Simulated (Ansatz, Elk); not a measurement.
# How far do independent atoms describe LuCo3N?

The structure of LuCo3N used here is made up (a known structure type with other elements) and was relaxed beforehand with PBEsol. The aim is the Fourier transform of its all-electron density, F(hkl), set beside the sum over free spherical atoms that refinements use.

Main program and level: Elk 11.2.3 (patched build); DFT, PBE, all-electron APW+lo, Dirac cores, scalar-relativistic bands, static density, ferromagnetic start.

This account leaves out most program logs.

The structure was built from a prototype and need not be the compound's stable phase.

### 1. The starting structure

The structure is cubic, space group Pm-3m (No. 221). The conventional cell has a = 3.846 Å, b = 3.846 Å, c = 3.846 Å, α = 90.00°, β = 90.00°, γ = 90.00°. Nearest to Lu lie 12 Co at 2.72 Å and 8 N at 3.33 Å. Nearest to Co lie 2 N at 1.92 Å. N has 6 Co at 1.92 Å and 8 Lu at 3.33 Å nearest. Farther neighbours and most contacts between anions are not listed.

### 2. Ground state and structure factors

An all-electron density is needed, since X-rays see the cores too. Task 0 finds the density and task 195 Fourier-transforms it; tshift is off so that phases refer to the origin typed.

elk.in reads:

```
tasks
  0
  195
  196

xctype
  20

spinpol
  .true.

rgkmax
  7.0

gmaxvr
  14.0

lmaxo
  7

lmaxapw
  8

swidth
  0.002

tshift
  .false.

ramdisk
  .false.

hmaxvr
  5.5

maxscl
  120

epspot
  1e-06

reducebf
  0.8

sppath
  './'

avec
  7.26833038322 -0.00000000000 0.00000000000
  -0.00000000000 7.26833038322 0.00000000000
  0.00000000000 0.00000000000 7.26833038322

atoms
  3
  'Lu.in'
  1
  -0.0000000000 -0.0000000000 -0.0000000000   0.000000 0.000000 0.000000
  'Co.in'
  3
  0.5000000000 0.5000000000 0.0000000000   0.000000 0.000000 -0.045000
  0.5000000000 0.0000000000 0.5000000000   0.000000 0.000000 -0.045000
  -0.0000000000 0.5000000000 0.5000000000   0.000000 0.000000 -0.045000
  'N.in'
  1
  0.5000000000 0.5000000000 0.5000000000   0.000000 0.000000 0.000000

ngridk
  5 5 5
```

The run is started by

```console
$ OMP_NUM_THREADS=4 elk
```

Elapsed: 2.2 min, on 4 threads of Arm Neoverse V2, shared host; peak memory 0.57 GiB.

SFACRHO.OUT:

```text

h k l indices transformed by vhmat matrix:
   1.000000000       0.000000000       0.000000000    
   0.000000000       1.000000000       0.000000000    
   0.000000000       0.000000000       1.000000000    

      h      k      l  multipl.   |H|            Re(F)            Im(F)           |F|

      0      0      0      1   0.0000000       159.00000     -0.66242060E-17   159.00000    
     -1      0      0      6  0.86446061       35.241460     -0.58947474E-14   35.241460    
      1     -1      0     12   1.2225319       44.194321      0.27206511E-14   44.194321    
     -1     -1     -1      8   1.4972897       114.37293      0.13489424E-13   114.37293    
      0      0     -2      6   1.7289212       116.46584      0.10339919E-13   116.46584    
     -1     -2      0     24   1.9329927       32.436997     -0.54051947E-14   32.436997    
      1     -2      1     24   2.1174874       38.133832     -0.83131215E-14   38.133832    
      0      2     -2     12   2.4450638       98.012121     -0.41234177E-14   98.012121    
      0     -3      0      6   2.5933818       30.386993      0.45247132E-13   30.386993    
     -1      2     -2     24   2.5933818       29.962659     -0.64010222E-14   29.962659    
      3      1      0     24   2.7336645       33.942114      0.29177722E-14   33.942114    
      1     -3      1     24   2.8670915       84.267015     -0.42141491E-13   84.267015    
     -2      2      2      8   2.9945794       86.108598     -0.71375074E-14   86.108598    
     -3      2      0     24   3.1168571       28.078894      0.33179495E-13   28.078894    
     -3      1      2     48   3.2345154       31.385213      0.10418365E-13   31.385213    
      0     -4      0      6   3.4578424       77.492130      0.12622828E-13   77.492130    
      2     -2     -3     24   3.5642624       26.257728      0.32498340E-13   26.257728    
      4     -1      0     24   3.5642624       26.123608     -0.21206796E-14   26.123608
```

Elk indexes on the primitive cell of elk.in and gives |H| = 4π sin θ/λ in inverse bohr. Below, one row stands for each form hkl of the conventional cell (m members, Friedel mates merged), F is for one primitive cell and the density is static (no thermal factor). Free-atom factors are Waasmaier and Kirfel's, and R is Σm||F|−|F'||/Σm|F|.

```
hkl   m  sin θ/λ (Å⁻¹)  abs F, DFT  neutral atoms   diff.
100   6          0.130      35.242         35.439  -0.198
110  12          0.184      44.194         44.339  -0.144
111   8          0.225     114.373        114.895  -0.522
200   6          0.260     116.466        116.824  -0.358
210  24          0.291      32.437         32.604  -0.167
211  24          0.318      38.134         37.984  +0.150
220  12          0.368      98.012         98.316  -0.304
300   6          0.390      30.387         30.060  +0.327
221  24          0.390      29.963         30.060  -0.097
310  24          0.411      33.942         34.168  -0.226
311  24          0.431      84.267         84.417  -0.150
222   8          0.450      86.109         86.243  -0.135
320  24          0.469      28.079         28.023  +0.056
321  48          0.486      31.385         31.543  -0.158
400   6          0.520      77.492         77.650  -0.158
322  24          0.536      26.258         26.337  -0.079
410  24          0.536      26.124         26.337  -0.213
411  24          0.551      29.617         29.538  +0.080
```

### 3. The magnetisation density

The same run holds the spin density, and task 196 transforms it. The order is that of the start, and no other was tried.

SFACMAG_1.OUT:

```text

h k l indices transformed by vhmat matrix:
   1.000000000       0.000000000       0.000000000    
   0.000000000       1.000000000       0.000000000    
   0.000000000       0.000000000       1.000000000    

      h      k      l  multipl.   |H|            Re(F)            Im(F)           |F|

      0      0      0      1   0.0000000       2.9410644     -0.89292950E-18   2.9410644    
     -1      0      0      6  0.86446061      -1.2302752     -0.23797044E-15   1.2302752    
      1     -1      0     12   1.2225319     -0.70750869      0.96063921E-16  0.70750869    
     -1     -1     -1      8   1.4972897       2.1895577      0.52685817E-15   2.1895577    
      0      0     -2      6   1.7289212       2.0897017      0.36332546E-15   2.0897017    
     -1     -2      0     24   1.9329927     -0.63293855     -0.15404983E-15  0.63293855    
      1     -2      1     24   2.1174874     -0.51110950     -0.27109658E-15  0.51110950    
      0      2     -2     12   2.4450638       1.3159355     -0.10534944E-15   1.3159355    
      0     -3      0      6   2.5933818     -0.56292811      0.11992326E-14  0.56292811    
     -1      2     -2     24   2.5933818     -0.42125017     -0.17963204E-15  0.42125017    
      3      1      0     24   2.7336645     -0.25081866      0.18500462E-16  0.25081866    
      1     -3      1     24   2.8670915      0.88706040     -0.10276597E-14  0.88706040    
     -2      2      2      8   2.9945794      0.90102286     -0.15932891E-15  0.90102286    
     -3      2      0     24   3.1168571     -0.31792080      0.69848442E-15  0.31792080    
     -3      1      2     48   3.2345154     -0.16783018      0.18468398E-15  0.16783018    
      0     -4      0      6   3.4578424      0.49699154      0.23038010E-15  0.49699154
```

The total moment is 2.94 μB a cell; sphere moments: Lu1 -0.19, Co2 +1.05, Co3 +1.05, Co4 +1.05, N5 +0.14 μB. Polarised neutrons measure spin and orbital magnetisation together; without spin-orbit coupling the run gives the spin part:

```
hkl  sin θ/λ (Å⁻¹)  abs F_M (μB)
100          0.130         1.230
110          0.184         0.708
111          0.225         2.190
200          0.260         2.090
210          0.291         0.633
211          0.318         0.511
220          0.368         1.316
300          0.390         0.563
221          0.390         0.421
310          0.411         0.251
311          0.431         0.887
222          0.450         0.901
320          0.469         0.318
321          0.486         0.168
```

### 4. The highest occupied states alone

An energy window below the Fermi level keeps the highest occupied states, to see at which angles they scatter; shallow core shells can lie inside it and anion s states outside. No new self-consistency is needed.

Edit elk.in of step 2 so:

```diff
@@ -1,5 +1,3 @@
 tasks
-  0
   195
-  196
 
@@ -44,2 +42,5 @@
 
+wsfac
+  0.024690 0.692180
+
 sppath
```

The run is started by

```console
$ OMP_NUM_THREADS=4 elk
```

The job ended after 7.2 s (4 threads; peak memory 0.3 GiB; 12 s of CPU time).

States within 10 eV below the Fermi level hold 47.00 electrons; any levels below the window count with the cores. Their amplitudes can exceed the total, where window and core parts have opposite phase:

```
hkl  sin θ/λ (Å⁻¹)  abs F, window  abs F, all
100          0.130          4.552      35.242
110          0.184          8.556      44.194
111          0.225         22.446     114.373
200          0.260         22.706     116.466
210          0.291          5.287      32.437
211          0.318          7.088      38.134
220          0.368         15.405      98.012
300          0.390          5.285      30.387
221          0.390          4.828      29.963
310          0.411          5.293      33.942
```

### 5. Another functional

The difference from free atoms is small, so it is set against the change that LDA (Perdew-Wang) makes.

Edit elk.in of step 4 so:

```diff
@@ -1,6 +1,8 @@
 tasks
+  0
   195
+  196
 
 xctype
-  20
+  3
 
@@ -42,5 +44,2 @@
 
-wsfac
-  0.024690 0.692180
-
 sppath
```

The run is started by

```console
$ OMP_NUM_THREADS=4 elk
```

It took 68 s on 4 threads; peak memory 0.42 GiB; 3.6 min of CPU time.

Against the first run R = 0.03 %; the largest change is -0.047 at 220. The moment goes from 2.94 to 2.11 μB.

### 6. Basis size

A smaller basis shows how fast F responds to it; the change is likely larger than the basis error of the first run, but doesn't show convergence.

Edit elk.in of step 5 so:

```diff
@@ -6,3 +6,3 @@
 xctype
-  3
+  20
 
@@ -12,3 +12,3 @@
 rgkmax
-  7.0
+  5.5
```

The run is started by

```console
$ OMP_NUM_THREADS=4 elk
```

It took 2.2 min on 4 threads; peak memory 0.56 GiB; 7.2 min of CPU time.

Against the first run R = 0.06 %; the largest change is -0.124 at 200. The moment goes from 2.94 to 2.95 μB.

### 7. Settings against the effect

```
              run  R against the first run (%)  R against neutral atoms, low angle (%)  wall time
    PBE, rgkmax 7                         0.00                                    0.42    2.2 min
LDA (Perdew-Wang)                         0.03                                    0.42       68 s
       rgkmax 5.5                         0.06                                    0.39    2.2 min
```

### 8. What came out

```yaml
r_against_neutral_atoms_sin_theta_lambda_0p3_a_minus1: 0.42 %
r_against_neutral_atoms_0p3_to_0p82_a_minus1: 0.28 %
```

**Reading.** Independent neutral atoms miss the calculated amplitudes by R = 0.42 % below 0.3 Å⁻¹ and 0.28 % from there to 0.82 Å⁻¹; by shells, 0.56 % below 0.15 Å⁻¹ (1 form), 0.41 % 0.15 to 0.3 (4 forms), 0.35 % 0.3 to 0.45 (6 forms), 0.26 % above 0.45 (34 forms). Bonding, aspherical density and the tables' own atoms all enter these figures, and the runs don't part them. The largest change of an amplitude is -0.52 electrons, at 111. The magnetic order is that of the start. No other order was tried here, and an antiferromagnetic one would change or move the magnetic intensity. The window's part falls from 47.0 electrons at the origin to at most 11.19 between 0.45 and 0.82 Å⁻¹, where compact states inside the window still scatter. Below 0.3 Å⁻¹ the changes that finished (LDA (Perdew-Wang) and rgkmax 5.5) move F by R = 0.10 % at most, against the 0.42 % that separates it from free atoms. The magnetic factors move by R = 30.2 % (LDA (Perdew-Wang)) and 1.5 % (rgkmax 5.5), so they aren't settled to better than that. The k-mesh has no finished test. Spin-orbit coupling is left out, which can matter for elements this heavy. Part of the difference isn't bonding: the tables are fits to free atoms and ions calculated by other methods than this functional. Thermal motion, anomalous dispersion and extinction are left out.

[Logs are printed without paths, hosts, clocks, repeated set-up lines and the standing remarks that a program may print on its own settings, such as how far it seeks lower states.]

[Hosts, paths, dates, database ids (printed as entryN), source tags and the programs' standing remarks are cut or masked in the printed files.]
